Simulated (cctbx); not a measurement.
# What resolution and counting buy: Yb2Fe17BN

Space group P-1 (no. 2), a = 6.4030 Å, b = 6.5150 Å, c = 6.5170 Å, α = 82.42°, β = 83.66°, γ = 83.38°.

| atom | mult. | x | y | z | Ueq (Å²) |
| --- | --- | --- | --- | --- | --- |
| Yb1 | 2 | 0.3319 | 0.3548 | 0.3411 | 0.0065 |
| Fe1 | 1 | 0 | 0 | 1/2 | 0.0061 |
| Fe2 | 1 | 1/2 | 0 | 0 | 0.0064 |
| Fe3 | 1 | 0 | 1/2 | 0 | 0.0061 |
| Fe4 | 2 | 0.6604 | 0.6595 | 0.1513 | 0.0102 |
| Fe5 | 2 | 0.1492 | 0.6518 | 0.6531 | 0.0072 |
| Fe6 | 2 | 0.6559 | 0.1505 | 0.6514 | 0.0082 |
| Fe7 | 2 | 0.0922 | 0.0881 | 0.1000 | 0.0064 |
| Fe8 | 2 | 0.2877 | 0.0015 | 0.7086 | 0.0066 |
| Fe9 | 2 | 0.7018 | 0.2806 | 0.0052 | 0.0055 |
| Fe10 | 2 | 0.0077 | 0.7116 | 0.2875 | 0.0071 |
| N1 | 1 | 0 | 1/2 | 1/2 | 0.0118 |
| B1 | 1 | 1/2 | 0 | 1/2 | 0.0093 |

The model was made for the exercise: a known structure type with other elements put in, its volume estimated, not relaxed; displacement parameters are assumed.

Five simulated data sets (cctbx; Mo Kα, λ = 0.71073 Å; 2 % proportional error) differ in resolution or exposure (noise floor 2 counts in the first three, 8 in the last two). Each is refined with the right model, isotropic at 1.1 Å and anisotropic otherwise. How do the figures of merit and the uncertainties move?

```csv
d min (Å),top counts,"⟨I/σ⟩ (unmerged, absences included)",unique,param. (scale apart),Rint,R1,GooF,largest s.u. xyz (fractional),s.u. U of B1 (Å²),largest error (Å)
1.1,20000,22.6,364,37,0.016,0.0170,1.28,0.00027,0.0051,0.0043
0.84,20000,19.2,861,102,0.018,0.0144,0.96,0.00013,0.0045,0.0022
0.6,20000,15.6,2347,102,0.022,0.0185,0.96,0.00008,0.0019,0.0013
0.75,300,1.3,1213,102,0.313,0.1313,0.99,0.00291,0.1953,0.0313
0.75,3000,6.8,1213,102,0.057,0.0402,0.99,0.00041,0.0137,0.0057
```

The number of reflections grows roughly as 1/d³: 364, 861 and 2347 here. R1 follows the noise rather than the truth: at 300 counts it is 0.1313, at 3000 counts 0.0402, while GooF is 0.99 and 0.99: the weights 1/σ² carry the noise. The s.u. of U (U11 where anisotropic) for B1 goes 0.0051, 0.0045, 0.0019 Å² with resolution and 0.1953, 0.0137 Å² with exposure.

The 1.1 Å row also differs in its displacement model, so it isn't a clean test of resolution.

Hardware for the 0.6 Å refinement: 0.41 s on 1 thread of Arm Neoverse V2, with other jobs on the host, peak memory 0.1 GiB.

[Logs are printed without paths, hosts, clocks, repeated set-up lines and the standing remarks that a program may print on its own settings, such as how far it seeks lower states.]
